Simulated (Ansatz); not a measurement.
Two G0W0 runs on SnO2 (Cassiterite).

```
Sn O
1.0
     4.73800    0.00000    0.00000
     0.00000    4.73800    0.00000
     0.00000    0.00000    3.18650
Sn O
2 4
Direct
  0.00000 0.00000 0.00000
  0.50000 0.50000 0.50000
  0.30710 0.30710 0.00000
  0.19290 0.80710 0.50000
  0.69290 0.69290 0.00000
  0.80710 0.19290 0.50000
```

The cell and positions come from the Crystallography Open Database and are kept as given unless a step says otherwise. PAW set soft_1, made with PBE.

The first (Ansatz 0.2.0; start PBE, 4×4×6 mesh, 566 empty bands, screening to 230 eV; 1 × NVIDIA H100 80GB HBM3 (shared by 6 runs) with 3 threads of AMD EPYC 7R13 (Zen 3), shared host) gave, on its mesh: starting gap 1.28 eV, G0W0 gap 2.84 eV, RPA ε∞ (mean) 4.39, 48 s.

Question: The second changes empty bands from 566 to 263 and screening cutoff (eV) from 230.0 to 138. What does it give?

It gave: starting gap 1.28 eV, G0W0 gap 2.81 eV, RPA ε∞ (mean) 4.42, 44 s. The G0W0 gap moves by −0.04 eV, +0.00 eV from the start and −0.04 eV from the correction. Σc changes by +0.23 eV at the valence top and +0.20 eV at the conduction bottom, and Σx − Vxc between them by +0.00 eV.

Limits: not at the basis limit; no spin-orbit coupling.

[Paths, hosts, dates, memory and timing lines, banners, echoed tables and standing remarks are left out of the program output.]

[Logs are printed without paths, hosts, clocks, repeated set-up lines and the standing remarks that a program may print on its own settings, such as how far it seeks lower states.]

[Runs of the session that timed out or met a known fault of the program may be left out.]

[Cells called generated may have been cut or substituted from an entry of the Crystallography Open Database or the Materials Project.]

[Hosts, paths, dates, database ids (printed as entryN), source tags and the programs' standing remarks are cut or masked in the printed files.]
